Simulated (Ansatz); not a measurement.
# TiB2 (P6/mmm) under uniaxial strain along c, part 2 of 3

Aim: how do the optical modes of TiB2 (P6/mmm) shift and split under this strain?

Ansatz 0.2.0; DFT PBEsol, scalar-relativistic, plane waves, PAW; PAW set soft_1.

So far: Set-up; Relaxation.

### Step 3. Tight relaxation

Phonons need small forces and stress, so the relaxation is finished with tight tolerances on 15×15×16 k points.

Input file input.yaml:

```yaml
crystal:
  lattice:
    - [3.0174406615, 0.0, 0.0]
    - [-1.5087203308, 2.6131802673, 0.0]
    - [0.0, 0.0, 3.1844703874]
  atoms:
    - { symbol: B, position: [0.3333333333, 0.6666666667, 0.5] }
    - { symbol: B, position: [0.6666666667, 0.3333333333, 0.5] }
    - { symbol: Ti, position: [0.0, 0.0, 0.0] }
kpoints:
  mp_grid: { grid: [15, 15, 16] }
hamiltonian:
  xc: pbesol
  pseudopotentials: { kind: paw, azcp: { folder: soft_1 }, xc_functional: pbe }
scf:
  occupations: { method: methfessel_paxton, width: 0.2 }
output:
  forces: true
  stress: true
  eigenvalues: true
relax:
  adjacent_minimum: "off"
  f_tol: 0.001
  max_steps: 60
  cell: { stress_tol: 0.01 }
```

Launch:

```bash
$ ansatz run input.yaml --threads 4 --pin off --max-ram 10240MiB --backend cpu --events-out ev --progress --plain --runs-dir out
```

Numbers of over 12 decimals in the logs are rounded to 6 here.

What it wrote:

```text
[...]
Crystal: 3 atoms, lattice volume = 25.110 Å³
Basis set: ecut = 420 eV, 503 PW (Γ), exchange–correlation on 48×48×48 points (8 copies of the dense FFT grid, shifted against one another)
Bands: 13, of which v1, the nominal top of the filled ones, is band 9 counted from 1 (8 counted from 0)
Symmetry: 24 space group operations
[...]
k-points: 243 of 3600
[...]
--- Relaxed structure (2 steps of the walk, 2 accepted, 1 SCFs on fresh bases) ---
[...]
cell:  # Å, volume = 25.1080 Å³
    - [3.017496, 2.886790445627784e-11, 0]
    - [-1.508748, 2.613228, 0]
    - [0, 0, 3.184107]
  atoms:
    - { symbol: B, position: [0.333333, 0.666667, 0.500000] }
    - { symbol: B, position: [0.666667, 0.333333, 0.500000] }
    - { symbol: Ti, position: [0, 0, 0] }
[key lines of the parts left out:]
SCF converged after 4 iterations
Free energy (F): -2782.629058 eV
Fermi energy:    15.388554 eV
P = ⅓ Tr σ = -0.0035 GPa (-0.035 kbar)
```

The job ended after 15 s (4 threads of Intel Xeon at 2.50GHz (Skylake/Cascade Lake), shared host; peak memory 0.42 GiB).

Little changed from the start: no atom moved by 0.005 Å and no cell edge by 0.1 %.

This step gave:

* pressure: -0.003491 GPa
* volume per atom: 8.369 Å³

The forces vanish by symmetry and the pressure is -0.003 GPa, within the tolerances set. The cell now holds 8.37 Å³/atom.

### Step 4. Zone-centre response at rest

The force constants come from the linear response of the density to a displacement.

The modes at rest are the reference of the series.

input.yaml, the sections that differ from step 3:

```yaml
crystal:
  lattice:
    - [3.0174958844, 0.0, 0.0]
    - [-1.5087479422, 2.6132280917, 0.0]
    - [0.0, 0.0, 3.1841071601]
  atoms:
    - { symbol: B, position: [0.3333333333, 0.6666666667, 0.5] }
    - { symbol: B, position: [0.6666666667, 0.3333333333, 0.5] }
    - { symbol: Ti, position: [0.0, 0.0, 0.0] }
output:
  eigenvalues: true
phonons:
  method: dfpt
# kpoints, hamiltonian, scf: as in step 3
# relax: removed
```

What it wrote:

```text
zone centre: on kpoints.mp_grid the ground state, and the responses unless they are solved on pairs of k-points, stand on 576 of the mesh's 3600 k-points, reduced under 4 symmetry operations, with k and −k counted as one. Each operation leaves every solved displacement unchanged or reverses it
[...]
Crystal: 3 atoms, lattice volume = 25.108 Å³
Basis set: ecut = 420 eV, 503 PW (Γ), exchange–correlation on 48×48×48 points (8 copies of the dense FFT grid, shifted against one another)
Bands: 13, of which v1, the nominal top of the filled ones, is band 9 counted from 1 (8 counted from 0)
Symmetry: 24 space group operations
k-points: 576 of 3600 (irreducible under 4 space group operations, time reversal used)
[...]
SCF iter   1: F=—  HF=-2783.787821 eV  |F-HF|=—  |Δ(HF+E_count)|=         —  Δρ=1.08e-1  dr2=4.54e0  ethr=3.10e-3  ⟨swp⟩=4.3  Hψ=35471  notcnv=0
[...]
SCF iter  10: F=-2782.629058 eV  HF=-2782.629058 eV  |F-HF|=0.00e0  |Δ(HF+E_count)|=  1.82e-12  S|Δr|=    0.00e0  Δρ=6.45e-9  dr2=1.53e-14  ethr=1.00e-12  ⟨swp⟩=4.6  Hψ=25979  notcnv=0
[...]
SCF 1 converged in 10 iterations: F = -2782.629058 eV  dr2 = 1.53e-14
[...]
DFPT response loops at Γ: preconditioner auto → Kerker (q_TF=auto, 2.581 Å⁻¹) (partly filled bands, converged f_vac=0.000); β = 1.00, the filter's whole step (`scf.mixing.beta` (0.50) is not read by the response loops under this deck's `scf.mixing.preconditioner`; to damp them name `kerker` or `kerker_dos`, under which they read `scf.mixing.beta`, and type it under 1.00, their step now; both keys bind the ground state too); Broyden in place of MSR1
SCF converged after 10 iterations
[...]
Free energy (F): -2782.629058 eV
[...]
Internal energy: -2782.629091 eV  (E = F + TS)
E sigma→0 (E₀):  -2782.629066 eV
Entropy (-TS):   0.000033 eV (0.011 meV/atom)
Fermi energy:    15.388554 eV
[...]
--- Band table (eV; the first three rows and the last of 576) ---
  k-point 0: bands = [... 5 lower, 12.6450, 12.6450, 13.1588, 13.1806, 17.3324, 17.3324, 19.2072, 19.2072]
  k-point 1: bands = [... 5 lower, 12.3678, 12.6880, 12.6880, 13.9167, 17.1790, 17.1790, 19.1103, 19.1103]
  k-point 2: bands = [... 5 lower, 11.5251, 12.8163, 12.8163, 14.6063, 16.8094, 16.8094, 18.8315, 18.8315]
  k-point 575: bands = [... 5 lower, 8.5123, 10.2172, 10.9282, 12.6873, 17.8627, 18.3784, 19.1417, 20.0818]
--- Phonons (Γ-DFPT): 4 representative perturbations + reference, on 576 of 3600 k-points (Σ response iterations 12) ---
  k mesh reduced under 4 symmetry operations, with k and −k counted as one. Each operation leaves every solved displacement unchanged or reverses it
  ASR residual: 2.816e-6 → 0.000e0 eV/Å²; symmetrization residual: 1.010e-6 eV/Å²
  ASR residual per site (eV/Å²): 5.73e-7 5.73e-7 2.82e-6
  Γ frequencies (cm⁻¹): 0.00 0.00 0.00 528.04 528.04 529.49 561.62 900.79 900.79
  non-analytic LO–TO correction: not included (Born effective charges unavailable; polar crystals: no LO–TO splitting at Γ)
```

It took 75 s on 4 threads; peak memory 0.96 GiB.

Reading the cycles: dr2 is the Hartree energy of the density residual (eV), the measure of convergence; HF is the Harris–Foulkes estimate of the energy, which meets the free energy F at convergence.

This step gave:

```
sum-rule residual before enforcement                    : 2.82e-6 eV/Å²
point group                                             : 6/mmm
highest optical mode at the zone centre (no LO-TO term) : 900.8 cm⁻¹
lowest optical zone-centre mode                         : 528.0 cm⁻¹
```

Patterns of degenerate modes are one choice out of their space. The modes at Γ (shares of kinetic energy by element, %):

| mode | frequency (cm⁻¹) | symmetry | B % | Ti % |
| --- | --- | --- | --- | --- |
| 1 | 0.0 | acoustic | 31 | 69 |
| 2 | 0.0 | acoustic | 31 | 69 |
| 3 | 0.0 | acoustic | 31 | 69 |
| 4 | 528.0 | E1u | 69 | 31 |
| 5 | 528.0 | E1u | 69 | 31 |
| 6 | 529.5 | A2u | 69 | 31 |
| 7 | 561.6 | B1g | 100 | 0 |
| 8 | 900.8 | E2g | 100 | 0 |
| 9 | 900.8 | E2g | 100 | 0 |

Displacements in mode 4 (528.0 cm⁻¹), the largest set to 1:
```
B1   0.00  1.00  0.00
B2   0.00  1.00  0.00
Ti3  0.00 -0.45  0.00
```

Displacements in mode 6 (529.5 cm⁻¹), the largest set to 1:
```
B1   0.00  0.00  1.00
B2   0.00  0.00  1.00
Ti3  0.00  0.00 -0.45
```

Before it was imposed, the acoustic sum rule was missed by 2.8e-6 eV/Å². Small misses are needed for a sound result but don't prove that mesh and cutoff are converged. The lowest optical mode is real, 528 cm⁻¹.

### Step 5. Relaxation of a member: uniaxial strain of +4 % along c

The cell takes a uniaxial strain of +4 % along c. The strained length and the angles are held, while the rest of the cell and the atoms relax.

input.yaml, the sections that differ from step 4:

```yaml
crystal:
  lattice:
    - [3.0051999338, 0.0, 0.0]
    - [-1.5025999669, 2.6025794861, 0.0]
    - [0.0, 0.0, 3.3114714465]
  atoms:
    - { symbol: B, position: [0.3333333329, 0.6666666671, 0.5] }
    - { symbol: B, position: [0.6666666671, 0.3333333329, 0.5] }
    - { symbol: Ti, position: [0.0, 0.0, 0.0] }
output:
  forces: true
  stress: true
  eigenvalues: true
relax:
  adjacent_minimum: "off"
  f_tol: 0.001
  max_steps: 60
  cell: { stress_tol: 0.01, fix: [c, angles] }
# kpoints, hamiltonian, scf: as in step 4
# phonons: removed
```

What it wrote:

```text
[...]
k-point 575: bands = [... 5 lower, 7.3547, 10.4229, 10.9932, 11.9031, 17.1120, 17.8400, 19.0427, 19.2808]
--- Relaxed structure (3 steps of the walk, 3 accepted, 1 SCFs on fresh bases) ---
[...]
cell:  # Å, volume = 25.8368 Å³
    - [3.001534, 0, 0]
    - [-1.500767, 2.599405, 0]
    - [0, 0, 3.3114714465]
  atoms:
    - { symbol: B, position: [0.333333, 0.666667, 0.5] }
    - { symbol: B, position: [0.666667, 0.333333, 0.5] }
    - { symbol: Ti, position: [0, 0, 0.0] }
[key lines of the parts left out:]
SCF converged after 4 iterations
Free energy (F): -2782.576510 eV
Fermi energy:    14.927302 eV
P = ⅓ Tr σ = -5.4820 GPa (-54.820 kbar)
```

The job ended after 33 s (4 threads; peak memory 0.55 GiB; 1.8 min of CPU time).

Step by step:

| step | energy less that of the first step (eV) | largest force component (eV/Å) | pressure (GPa) | volume (Å³) |
| --- | --- | --- | --- | --- |
| 1 | 0.0000 | 0.0000 | -6.13 | 25.90 |
| 2 | -0.0002 | 0.0000 | -5.62 | 25.85 |
| 3 | -0.0002 | 0.0000 | -5.48 | 25.84 |
| 4* | -0.0002 | 0.0000 | -5.48 | 25.84 |

Relaxation steps marked * repeat the geometry before them on a plane-wave basis chosen anew for their cell, so energy and pressure can jump there.

| conventional cell, symmetrised | before | after | change |
| --- | --- | --- | --- |
| a (Å) | 3.005 | 3.002 | -0.1 % |
| b (Å) | 3.005 | 3.002 | -0.1 % |
| c (Å) | 3.311 | 3.311 | -0.0 % |
| volume (Å³/atom) | 8.63 | 8.61 | -0.2 % |

The relaxed structure:

```cif
data_structure
_symmetry_space_group_name_H-M 'P 1'
_symmetry_Int_Tables_number 1
_cell_length_a 3.0015
_cell_length_b 3.0015
_cell_length_c 3.3115
_cell_angle_alpha 90.000
_cell_angle_beta 90.000
_cell_angle_gamma 120.000
_cell_volume 25.84
loop_
_atom_site_label
_atom_site_type_symbol
_atom_site_fract_x
_atom_site_fract_y
_atom_site_fract_z
_atom_site_occupancy
B1 B 0.33333 0.66667 0.50000 1
B2 B 0.66667 0.33333 0.50000 1
Ti3 Ti 0.00000 0.00000 0.00000 1
```

Numbers from this step:

```yaml
pressure: -5.482 GPa
volume_per_atom: 8.612 Å³
```

The forces vanish by symmetry.

The cell shrank by 0.2 % in volume.

### Step 6. Zone-centre modes of the member: uniaxial strain of +4 % along c

The zone-centre modes follow for uniaxial strain of +4 % along c.

input.yaml, the sections that differ from step 5:

```yaml
crystal:
  lattice:
    - [3.0015343954, 0.0, 0.0]
    - [-1.5007671977, 2.5994050368, 0.0]
    - [0.0, 0.0, 3.3114714465]
  atoms:
    - { symbol: B, position: [0.3333333335, 0.6666666665, 0.5] }
    - { symbol: B, position: [0.6666666665, 0.3333333335, 0.5] }
    - { symbol: Ti, position: [0.0, 0.0, 0.0] }
output:
  eigenvalues: true
phonons:
  method: dfpt
# kpoints, hamiltonian, scf: as in step 5
# relax: removed
```

What it wrote:

```text
[...]
Crystal: 3 atoms, lattice volume = 25.837 Å³
Basis set: ecut = 420 eV, 515 PW (Γ), exchange–correlation on 48×48×48 points (8 copies of the dense FFT grid, shifted against one another)
Bands: 13, of which v1, the nominal top of the filled ones, is band 9 counted from 1 (8 counted from 0)
Symmetry: 24 space group operations
k-points: 576 of 3600 (irreducible under 4 space group operations, time reversal used)
[...]
SCF iter   1: F=—  HF=-2783.801256 eV  |F-HF|=—  |Δ(HF+E_count)|=         —  Δρ=1.09e-1  dr2=4.91e0  ethr=3.10e-3  ⟨swp⟩=4.3  Hψ=35529  notcnv=0
[...]
SCF iter   2: F=—  HF=-2783.158908 eV  |F-HF|=—  |Δ(HF+E_count)|=   6.42e-1  S|Δr|=    0.00e0  Δρ=7.28e-2  dr2=2.38e0  ethr=3.10e-3  ⟨swp⟩=5.0  Hψ=59805  notcnv=0
automatic band count: the SCF goes on with 17 bands, as 13 were too few: they end inside the smearing window of the response
SCF iter   3: F=—  HF=-2782.576922 eV  |F-HF|=—  |Δ(HF+E_count)|=   5.82e-1  S|Δr|=    0.00e0  Δρ=7.54e-3  dr2=1.63e-2  ethr=3.10e-3  ⟨swp⟩=2.3  Hψ=18350  notcnv=0  defer=1397
[...]
SCF iter  10: F=-2782.576510 eV  HF=-2782.576510 eV  |F-HF|=0.00e0  |Δ(HF+E_count)|=  5.91e-12  S|Δr|=    0.00e0  Δρ=6.76e-9  dr2=7.06e-15  ethr=1.00e-12  ⟨swp⟩=9.4  Hψ=41513  notcnv=0
SCF 1 converged in 10 iterations: F = -2782.576510 eV  dr2 = 7.06e-15
[...]
SCF converged after 10 iterations
[...]
Free energy (F): -2782.576510 eV
[...]
Internal energy: -2782.576706 eV  (E = F + TS)
E sigma→0 (E₀):  -2782.576559 eV
Entropy (-TS):   0.000197 eV (0.066 meV/atom)
Fermi energy:    14.927302 eV
[...]
--- Band table (eV; the first three rows and the last of 576) ---
  k-point 0: bands = [... 5 lower, 12.1982, 12.5318, 12.5318, 12.6533, 16.7544, 16.7544, 18.3301, 18.3301, ... 4 higher]
  k-point 1: bands = [... 5 lower, 11.6132, 12.5706, 12.5706, 13.1879, 16.6400, 16.6400, 18.2464, 18.2464, ... 4 higher]
  k-point 2: bands = [... 5 lower, 10.8189, 12.6862, 12.6862, 13.8396, 16.3530, 16.3530, 18.0052, 18.0052, ... 4 higher]
  k-point 575: bands = [... 5 lower, 8.2050, 9.7991, 10.5512, 12.3616, 16.9902, 17.8486, 18.4682, 19.1509, ... 4 higher]
[...]
ASR residual: 5.506e-6 → 0.000e0 eV/Å²; symmetrization residual: 9.497e-7 eV/Å²
  ASR residual per site (eV/Å²): 1.79e-6 1.79e-6 5.51e-6
  Γ frequencies (cm⁻¹): 0.00 0.00 0.00 478.96 494.88 494.88 540.78 922.95 922.95
[...]
```

The job ended after 58 s (4 threads; peak memory 1 GiB; 3 min of CPU time).

This step gave:

* sum-rule residual before enforcement: 5.51e-6 eV/Å²
* highest optical mode at the zone centre (no LO-TO term): 923.0 cm⁻¹
* lowest optical zone-centre mode: 479.0 cm⁻¹

Patterns of degenerate modes are one choice out of their space. Modes at Γ, with each element's share of the kinetic energy:

| mode | frequency (cm⁻¹) | symmetry | B % | Ti % |
| --- | --- | --- | --- | --- |
| 1 | 0.0 | acoustic | 31 | 69 |
| 2 | 0.0 | acoustic | 31 | 69 |
| 3 | 0.0 | acoustic | 31 | 69 |
| 4 | 479.0 | A2u | 69 | 31 |
| 5 | 494.9 | E1u | 69 | 31 |
| 6 | 494.9 | E1u | 69 | 31 |
| 7 | 540.8 | B1g | 100 | 0 |
| 8 | 923.0 | E2g | 100 | 0 |
| 9 | 923.0 | E2g | 100 | 0 |

Displacements in mode 4 (479.0 cm⁻¹), the largest set to 1:
```
B1   0.00  0.00  1.00
B2   0.00  0.00  1.00
Ti3  0.00  0.00 -0.45
```

Displacements in mode 8 (923.0 cm⁻¹), the largest set to 1:
```
B1   0.00 -1.00  0.00
B2   0.00  1.00  0.00
Ti3  0.00  0.00  0.00
```

The lowest optical mode is real, 479 cm⁻¹, and the highest lies at 923.0 cm⁻¹.

Between step 4 and this run (strain 4 %) the value for the highest optical mode at the zone centre (no LO-TO term) moves from 901 cm⁻¹ to 923 cm⁻¹ (+2 %).

### Step 7. Relaxation of a member: uniaxial strain of -4 % along c

The cell takes a uniaxial strain of -4 % along c. The strained length and the angles are held, while the rest of the cell and the atoms relax.

input.yaml, the sections that differ from step 6:

```yaml
crystal:
  lattice:
    - [3.0317167845, 0.0, 0.0]
    - [-1.5158583922, 2.6255437524, 0.0]
    - [0.0, 0.0, 3.0567428737]
  atoms:
    - { symbol: B, position: [0.3333333332, 0.6666666668, 0.5] }
    - { symbol: B, position: [0.6666666668, 0.3333333332, 0.5] }
    - { symbol: Ti, position: [0.0, 0.0, 0.0] }
output:
  forces: true
  stress: true
  eigenvalues: true
relax:
  adjacent_minimum: "off"
  f_tol: 0.001
  max_steps: 60
  cell: { stress_tol: 0.01, fix: [c, angles] }
# kpoints, hamiltonian, scf: as in step 6
# phonons: removed
```

What it wrote:

```text
[...]
Crystal: 3 atoms, lattice volume = 24.331 Å³
Basis set: ecut = 420 eV, 467 PW (Γ), exchange–correlation on 48×48×48 points (8 copies of the dense FFT grid, shifted against one another)
Bands: 13, of which v1, the nominal top of the filled ones, is band 9 counted from 1 (8 counted from 0)
Symmetry: 8 space group operations
k-points: 576 of 3600
[...]
--- Relaxed structure (3 steps of the walk, 3 accepted, 1 SCFs on fresh bases) ---
[...]
cell:  # Å, volume = 24.4154 Å³
    - [3.036949, -2.8917255211125842e-11, 0.0]
    - [-1.518475, 2.630075, 0.0]
    - [0.0, 0.0, 3.0567428737]
  atoms:
    - { symbol: B, position: [0.333333, 0.666667, 0.5] }
    - { symbol: B, position: [0.666667, 0.333333, 0.5] }
    - { symbol: Ti, position: [0, 0, 0.0] }
[key lines of the parts left out:]
SCF converged after 4 iterations
Free energy (F): -2782.569721 eV
Fermi energy:    15.794678 eV
P = ⅓ Tr σ = 6.4302 GPa (64.302 kbar)
```

Wall time 27 s (4 threads); peak memory 0.54 GiB; 95 s of CPU time.

(Continued in part 3 of 3.)

[Logs are printed without paths, hosts, clocks, repeated set-up lines and the standing remarks that a program may print on its own settings, such as how far it seeks lower states.]

[Hosts, paths, dates, database ids (printed as entryN), source tags and the programs' standing remarks are cut or masked in the printed files.]
